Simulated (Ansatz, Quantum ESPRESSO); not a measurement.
# From contact to tunnelling: vacuum gaps between two Pt(100) faces, part 2 of 5

How fast does transmission decay with width? The series: vacuum gaps between two Pt(100) faces.

Quantum ESPRESSO 7.5; plane-wave DFT, LDA, GBRV ultrasoft pseudopotentials; cross-check by Ansatz 0.2.0 with PAW datasets.

So far. Step 2 (Ground state, 3.5 Å): The run needed 14 iterations to bring the estimated error under 1e-07 Ry; the largest force on any atom, held or free, is 0.53 eV/Å.

## Step 3: The open system, 3.5 Å

Level of this step: transmission by pwcond, lead and junction from one cell; plane-wave DFT, LDA, GBRV ultrasoft pseudopotentials (Quantum ESPRESSO).

prefixt takes both regions from one run: the lead from 0 to bdl, the scattering region from bdl to bds (units of alat). ikind = 1 puts the same lead on both sides. The program's T_tot counts both spins in a run without spin; the tables below give T per spin.

File j0.cond.in:

```
&inputcond
  outdir = './out'
  prefixt = 'j0.scf'
  tran_file = 'j0.cond.dat'
  bdl = 2.8284271247
  bds = 11.8533894932
  ikind = 1
  ewind = 4.0
  epsproj = 1e-05
  nz1 = 7
  energy0 = 0.4
  denergy = -0.4
/
15
  0.00000000 0.00000000 0.01562500
  0.00000000 0.12500000 0.06250000
  0.00000000 0.25000000 0.06250000
  0.00000000 0.37500000 0.06250000
  0.00000000 0.50000000 0.03125000
  0.12500000 0.12500000 0.06250000
  0.12500000 0.25000000 0.12500000
  0.12500000 0.37500000 0.12500000
  0.12500000 0.50000000 0.06250000
  0.25000000 0.25000000 0.06250000
  0.25000000 0.37500000 0.12500000
  0.25000000 0.50000000 0.06250000
  0.37500000 0.37500000 0.06250000
  0.37500000 0.50000000 0.06250000
  0.50000000 0.50000000 0.01562500
3
```

Run with:

```bash
$ OMP_NUM_THREADS=1 mpirun -n 4 pwcond.x -in j0.cond.in > j0.cond.out
```

What it wrote:

```text
[banner, memory and clock lines left out]
Program PWCOND v.7.5 starts

          URL

     ./out/j0.scf.save/

     IMPORTANT: XC functional enforced from input :
     Exchange-correlation= PZ
                           (   1   1   0   0   0   0   0)
     Any further DFT definition will be discarded
     Please, verify this is what you really want

     negative rho (up, down):  2.822E+00 0.000E+00
     Reading collected, re-writing distributed wavefunctions

===== INPUT FILE containing all the regions =====

     GEOMETRY:

     lattice parameter (alat)  =       5.3049  a.u.
     the volume                =    1769.5616 (a.u.)^3
     the cross section         =      28.1416 (a.u.)^2
     l of the unit cell        =      11.8534 (alat)
     number of atoms/cell      =           16
     number of atomic types    =            1

     crystal axes: (cart. coord. in units of alat)
               a(1) = (  1.0000  0.0000  0.0000 )
               a(2) = (  0.0000  1.0000  0.0000 )
               a(3) = (  0.0000  0.0000 11.8534 )

   Cartesian axes

     site n.     atom                  positions (alat units)
          1        Pt     tau(  1)=(  0.0000  0.0000 11.8534  )
          2        Pt     tau(  2)=(  0.5000  0.5000  0.7071  )
          3        Pt     tau(  3)=(  0.0000  0.0000  1.4142  )
          4        Pt     tau(  4)=(  0.5000  0.5000  2.1213  )
          5        Pt     tau(  5)=(  0.0000  0.0000  2.8284  )
          6        Pt     tau(  6)=(  0.5000  0.5000  3.5355  )
          7        Pt     tau(  7)=(  0.0000  0.0000  4.2426  )
          8        Pt     tau(  8)=(  0.5000  0.5000  4.9497  )
          9        Pt     tau(  9)=(  0.0000  0.0000  6.1965  )
         10        Pt     tau( 10)=(  0.5000  0.5000  6.9036  )
         11        Pt     tau( 11)=(  0.0000  0.0000  7.6107  )
         12        Pt     tau( 12)=(  0.5000  0.5000  8.3179  )
         13        Pt     tau( 13)=(  0.0000  0.0000  9.0250  )
         14        Pt     tau( 14)=(  0.5000  0.5000  9.7321  )
         15        Pt     tau( 15)=(  0.0000  0.0000 10.4392  )
         16        Pt     tau( 16)=(  0.5000  0.5000 11.1463  )

     nr1s                      =           24
     nr2s                      =           24
     nr3s                      =          256
     nr1sx                     =           24
     nr2sx                     =           24
     nr3sx                     =          256
     nr1                       =           24
     nr2                       =           24
     nr3                       =          288
     nr1x                      =           24
     nr2x                      =           24
     nr3x                      =          288

 _______________________________
  Radii of nonlocal spheres:

     type       ibeta     ang. mom.          radius (alat units)
       Pt         1         0                    0.4683
       Pt         2         0                    0.4683
       Pt         3         1                    0.4683
       Pt         4         1                    0.4683
       Pt         5         2                    0.4683
       Pt         6         2                    0.4683
----- General information -----

--- T calc. with identical leads (ikind=1) ---

     nrx                       =           24
     nry                       =           24
     nz1                       =            7

     energy0               =         4.0E-01
     denergy               =        -4.0E-01
     nenergy               =          3
     ecut2d                =         4.0E+01
     ewind                 =         4.0E+00
     epsproj               =         1.0E-05

     number of k_|| points=   15
                       cryst. coord.
        k(    1) = (   0.0000000   0.0000000), wk =   0.0156250
        k(    2) = (   0.0000000   0.1250000), wk =   0.0625000
        k(    3) = (   0.0000000   0.2500000), wk =   0.0625000
        k(    4) = (   0.0000000   0.3750000), wk =   0.0625000
        k(    5) = (   0.0000000   0.5000000), wk =   0.0312500
        k(    6) = (   0.1250000   0.1250000), wk =   0.0625000
        k(    7) = (   0.1250000   0.2500000), wk =   0.1250000
        k(    8) = (   0.1250000   0.3750000), wk =   0.1250000
        k(    9) = (   0.1250000   0.5000000), wk =   0.0625000
        k(   10) = (   0.2500000   0.2500000), wk =   0.0625000
        k(   11) = (   0.2500000   0.3750000), wk =   0.1250000
        k(   12) = (   0.2500000   0.5000000), wk =   0.0625000
        k(   13) = (   0.3750000   0.3750000), wk =   0.0625000
        k(   14) = (   0.3750000   0.5000000), wk =   0.0625000
        k(   15) = (   0.5000000   0.5000000), wk =   0.0156250
----- Information about left/right lead -----

     nocros                   =           18
     noins                    =           54
     norb                     =           90
     norbf                    =          234
     nrz                      =           61

      iorb      type   ibeta   ang. mom.   m       position (alat)
        1        1       1        0        1   taunew(   1)=(  0.0000  0.0000  0.0000)
        2        1       2        0        1   taunew(   2)=(  0.0000  0.0000  0.0000)
        3        1       3        1        1   taunew(   3)=(  0.0000  0.0000  0.0000)
        4        1       3        1        2   taunew(   4)=(  0.0000  0.0000  0.0000)
        5        1       3        1        3   taunew(   5)=(  0.0000  0.0000  0.0000)
        6        1       4        1        1   taunew(   6)=(  0.0000  0.0000  0.0000)
        7        1       4        1        2   taunew(   7)=(  0.0000  0.0000  0.0000)
        8        1       4        1        3   taunew(   8)=(  0.0000  0.0000  0.0000)
        9        1       5        2        1   taunew(   9)=(  0.0000  0.0000  0.0000)
       10        1       5        2        2   taunew(  10)=(  0.0000  0.0000  0.0000)
       11        1       5        2        3   taunew(  11)=(  0.0000  0.0000  0.0000)
       12        1       5        2        4   taunew(  12)=(  0.0000  0.0000  0.0000)
       13        1       5        2        5   taunew(  13)=(  0.0000  0.0000  0.0000)
       14        1       6        2        1   taunew(  14)=(  0.0000  0.0000  0.0000)
       15        1       6        2        2   taunew(  15)=(  0.0000  0.0000  0.0000)
       16        1       6        2        3   taunew(  16)=(  0.0000  0.0000  0.0000)
       17        1       6        2        4   taunew(  17)=(  0.0000  0.0000  0.0000)
       18        1       6        2        5   taunew(  18)=(  0.0000  0.0000  0.0000)
       19        1       1        0        1   taunew(  19)=(  0.5000  0.5000  0.7071)
[...]
-0.3106360   0.0000006   0.4000000
 Left moving states:
   k1(2pi/a)   k2(2pi/a)   E-Ef (eV)
   0.1228914  -0.0000010   0.4000000
   0.1228914  -0.0000010   0.4000000
   0.3106360   0.0000006   0.4000000

 to transmit
 Band j to band i transmissions and reflections:
    j         i     |T_ij|^2    |R_ij|^2

    1 -->     1     0.02423     0.00000
    1 -->     2     0.00000     0.97577
    1 -->     3     0.00000     0.00000
   Total T_j, R_j =    0.02423  0.97577

    2 -->     1     0.00000     0.97577
    2 -->     2     0.02423     0.00000
    2 -->     3     0.00000     0.00000
   Total T_j, R_j =    0.02423  0.97577

    3 -->     1     0.00000     0.00000
    3 -->     2     0.00000     0.00000
    3 -->     3     0.97726     0.02274
   Total T_j, R_j =    0.97726  0.02274

E-Ef(ev), T(x2 spins) =    0.4000000   2.0514461
---  E-Ef =    0.0000000  k =    0.0000000   0.0000000
---  ie =          2  ik =          1
 Nchannels of the left tip =            4
 Right moving states:
   k1(2pi/a)   k2(2pi/a)   E-Ef (eV)
  -0.1929577  -0.0000015   0.0000000
  -0.3431834  -0.0000010   0.0000000
  -0.3431834  -0.0000010   0.0000000
  -0.3657238   0.0000005   0.0000000
 Left moving states:
   k1(2pi/a)   k2(2pi/a)   E-Ef (eV)
   0.1929577  -0.0000015   0.0000000
   0.3431834  -0.0000010   0.0000000
   0.3431834  -0.0000010   0.0000000
   0.3657238   0.0000005   0.0000000

 to transmit
 Band j to band i transmissions and reflections:
    j         i     |T_ij|^2    |R_ij|^2

    1 -->     1     0.00016     0.99984
    1 -->     2     0.00000     0.00000
    1 -->     3     0.00000     0.00000
    1 -->     4     0.00000     0.00000
   Total T_j, R_j =    0.00016  0.99984

    2 -->     1     0.00000     0.00000
    2 -->     2     0.03938     0.00001
    2 -->     3     0.00000     0.96061
    2 -->     4     0.00000     0.00000
   Total T_j, R_j =    0.03938  0.96062

    3 -->     1     0.00000     0.00000
    3 -->     2     0.00000     0.96061
    3 -->     3     0.03938     0.00001
    3 -->     4     0.00000     0.00000
   Total T_j, R_j =    0.03938  0.96062

    4 -->     1     0.00000     0.00000
    4 -->     2     0.00000     0.00000
    4 -->     3     0.00000     0.00000
    4 -->     4     0.93951     0.06049
   Total T_j, R_j =    0.93951  0.06049

E-Ef(ev), T(x2 spins) =    0.0000000   2.0368806
---  E-Ef =   -0.4000000  k =    0.0000000   0.0000000
---  ie =          3  ik =          1
 Nchannels of the left tip =            4
 Right moving states:
   k1(2pi/a)   k2(2pi/a)   E-Ef (eV)
   0.3198825  -0.0000015  -0.4000000
  -0.4204103   0.0000004  -0.4000000
  -0.4879786  -0.0000009  -0.4000000
  -0.4879786  -0.0000009  -0.4000000
 Left moving states:
   k1(2pi/a)   k2(2pi/a)   E-Ef (eV)
  -0.3198825  -0.0000015  -0.4000000
   0.4204103   0.0000004  -0.4000000
   0.4879786  -0.0000009  -0.4000000
   0.4879786  -0.0000009  -0.4000000

 to transmit
 Band j to band i transmissions and reflections:
    j         i     |T_ij|^2    |R_ij|^2

    1 -->     1     0.00009     0.99991
    1 -->     2     0.00000     0.00000
    1 -->     3     0.00000     0.00000
    1 -->     4     0.00000     0.00000
   Total T_j, R_j =    0.00009  0.99991

    2 -->     1     0.00000     0.00000
    2 -->     2     0.90699     0.09301
    2 -->     3     0.00000     0.00000
    2 -->     4     0.00000     0.00000
   Total T_j, R_j =    0.90699  0.09301

    3 -->     1     0.00000     0.00000
    3 -->     2     0.00000     0.00000
    3 -->     3     0.01660     0.00000
    3 -->     4     0.00000     0.98339
   Total T_j, R_j =    0.01660  0.98340

    4 -->     1     0.00000     0.00000
    4 -->     2     0.00000     0.00000
    4 -->     3     0.00000     0.98339
    4 -->     4     0.01660     0.00000
   Total T_j, R_j =    0.01660  0.98340

E-Ef(ev), T(x2 spins) =   -0.4000000   1.8805666
 ngper, shell number =           91          45
 ngper, n2d =           91          69
[... further energies and points left out ...]
---  E-Ef =    0.4000000  k =    0.5000000   0.5000000
---  ie =          1  ik =         15
 Nchannels of the left tip =            2
 Right moving states:
   k1(2pi/a)   k2(2pi/a)   E-Ef (eV)
  -0.0462464  -0.0000011   0.4000000
  -0.0462464  -0.0000011   0.4000000
 Left moving states:
   k1(2pi/a)   k2(2pi/a)   E-Ef (eV)
   0.0462464  -0.0000011   0.4000000
   0.0462464  -0.0000011   0.4000000

 to transmit
 Band j to band i transmissions and reflections:
    j         i     |T_ij|^2    |R_ij|^2

    1 -->     1     0.02312     0.35919
    1 -->     2     0.00000     0.61769
   Total T_j, R_j =    0.02312  0.97688

    2 -->     1     0.00000     0.61769
    2 -->     2     0.02312     0.35919
   Total T_j, R_j =    0.02312  0.97688

E-Ef(ev), T(x2 spins) =    0.4000000   0.0924847
---  E-Ef =    0.0000000  k =    0.5000000   0.5000000
---  ie =          2  ik =         15
 Nchannels of the left tip =            4
 Right moving states:
   k1(2pi/a)   k2(2pi/a)   E-Ef (eV)
  -0.0959433  -0.0000048   0.0000000
  -0.0984417  -0.0000007   0.0000000
  -0.1414646  -0.0000011   0.0000000
  -0.1414646  -0.0000011   0.0000000
 Left moving states:
   k1(2pi/a)   k2(2pi/a)   E-Ef (eV)
   0.0959433  -0.0000048   0.0000000
   0.0984417  -0.0000007   0.0000000
   0.1414646  -0.0000011   0.0000000
   0.1414646  -0.0000011   0.0000000

 to transmit
 Band j to band i transmissions and reflections:
    j         i     |T_ij|^2    |R_ij|^2

    1 -->     1     0.03861     0.96139
    1 -->     2     0.00000     0.00000
    1 -->     3     0.00000     0.00000
    1 -->     4     0.00000     0.00000
   Total T_j, R_j =    0.03861  0.96139

    2 -->     1     0.00000     0.00000
    2 -->     2     0.03698     0.96302
    2 -->     3     0.00000     0.00000
    2 -->     4     0.00000     0.00000
   Total T_j, R_j =    0.03698  0.96302

    3 -->     1     0.00000     0.00000
    3 -->     2     0.00000     0.00000
    3 -->     3     0.06619     0.56406
    3 -->     4     0.00000     0.36975
   Total T_j, R_j =    0.06619  0.93381

    4 -->     1     0.00000     0.00000
    4 -->     2     0.00000     0.00000
    4 -->     3     0.00000     0.36975
    4 -->     4     0.06619     0.56406
   Total T_j, R_j =    0.06619  0.93381

E-Ef(ev), T(x2 spins) =    0.0000000   0.4159534
---  E-Ef =   -0.4000000  k =    0.5000000   0.5000000
---  ie =          3  ik =         15
 Nchannels of the left tip =            4
 Right moving states:
   k1(2pi/a)   k2(2pi/a)   E-Ef (eV)
  -0.2153250  -0.0000011  -0.4000000
  -0.2153250  -0.0000011  -0.4000000
  -0.3562211  -0.0000043  -0.4000000
  -0.3569375  -0.0000006  -0.4000000
 Left moving states:
   k1(2pi/a)   k2(2pi/a)   E-Ef (eV)
   0.2153250  -0.0000011  -0.4000000
   0.2153250  -0.0000011  -0.4000000
   0.3562211  -0.0000043  -0.4000000
   0.3569375  -0.0000006  -0.4000000

 to transmit
 Band j to band i transmissions and reflections:
    j         i     |T_ij|^2    |R_ij|^2

    1 -->     1     0.06858     0.00304
    1 -->     2     0.00000     0.92838
    1 -->     3     0.00000     0.00000
    1 -->     4     0.00000     0.00000
   Total T_j, R_j =    0.06858  0.93142

    2 -->     1     0.00000     0.92838
    2 -->     2     0.06858     0.00304
    2 -->     3     0.00000     0.00000
    2 -->     4     0.00000     0.00000
   Total T_j, R_j =    0.06858  0.93142

    3 -->     1     0.00000     0.00000
    3 -->     2     0.00000     0.00000
    3 -->     3     0.11022     0.88978
    3 -->     4     0.00000     0.00000
   Total T_j, R_j =    0.11022  0.88978

    4 -->     1     0.00000     0.00000
    4 -->     2     0.00000     0.00000
    4 -->     3     0.00000     0.00000
    4 -->     4     0.10972     0.89028
   Total T_j, R_j =    0.10972  0.89028

E-Ef(ev), T(x2 spins) =   -0.4000000   0.7142046
   T_tot     0.40000      0.89211E+00
   T_tot     0.00000      0.10336E+01
   T_tot    -0.40000      0.14876E+01

Note: The following floating-point exceptions are signalling: IEEE_UNDERFLOW_FLAG
Note: The following floating-point exceptions are signalling: IEEE_UNDERFLOW_FLAG
Note: The following floating-point exceptions are signalling: IEEE_UNDERFLOW_FLAG
Note: The following floating-point exceptions are signalling: IEEE_UNDERFLOW_FLAG
```

Run time: 66 s. Hardware: 4 MPI ranks of Arm Neoverse V1, shared host; peak memory 0.26 GiB; 4.4 min of CPU time.

Numbers from this step:

- lead channels at the Fermi level, one spin: 2.375
- transmission at the Fermi level, one spin: 0.5168
- conductance: 0.5168 G₀

Per spin; mean over the k mesh across the current. Table of open channels, zone mean by energy, zero at the Fermi level:

| energy (eV) | open channels, zone mean |
| --- | --- |
| -0.400 | 2.75 |
| 0.000 | 2.38 |
| 0.400 | 1.08 |

Per spin; mean over the k mesh across the current. Table of transmission, zone mean by energy, zero at the Fermi level:

| energy (eV) | transmission, zone mean |
| --- | --- |
| -0.400 | 0.744 |
| 0.000 | 0.517 |
| 0.400 | 0.446 |

At 0.000 eV; k in fractions of b1, b2. Transmission by k point:

| k1 | k2 | weight | t | channels |
| --- | --- | --- | --- | --- |
| 0 | 0 | 0.01562 | 1.018 | 4 |
| 0 | 0.125 | 0.0625 | 1.066 | 2 |
| 0 | 0.25 | 0.0625 | 0.8741 | 3 |
| 0 | 0.375 | 0.0625 | 0.7718 | 4 |
| 0 | 0.5 | 0.03125 | 0.02387 | 2 |
| 0.125 | 0.125 | 0.0625 | 1.018 | 2 |
| 0.125 | 0.25 | 0.125 | 0.927 | 2 |
| 0.125 | 0.375 | 0.125 | 0.2644 | 2 |
| 0.125 | 0.5 | 0.0625 | 0.1046 | 4 |
| 0.25 | 0.25 | 0.0625 | 0.7285 | 2 |
| 0.25 | 0.375 | 0.125 | 0.3277 | 2 |
| 0.25 | 0.5 | 0.0625 | 0.1696 | 4 |
| 0.375 | 0.375 | 0.0625 | 0.1797 | 2 |
| 0.375 | 0.5 | 0.0625 | 0 | 0 |
| 0.5 | 0.5 | 0.01562 | 0.208 | 4 |

[end of part 2 of 5]

[Logs are printed without paths, hosts, clocks, repeated set-up lines and the standing remarks that a program may print on its own settings, such as how far it seeks lower states.]

[Hosts, paths, dates, database ids (printed as entryN), source tags and the programs' standing remarks are cut or masked in the printed files.]

[Maps of the electrostatic potential energy from Ansatz leave out the sawtooth potential of an applied field or a dipole correction, so their vacuum need not be flat; planar profiles and work functions include it.]
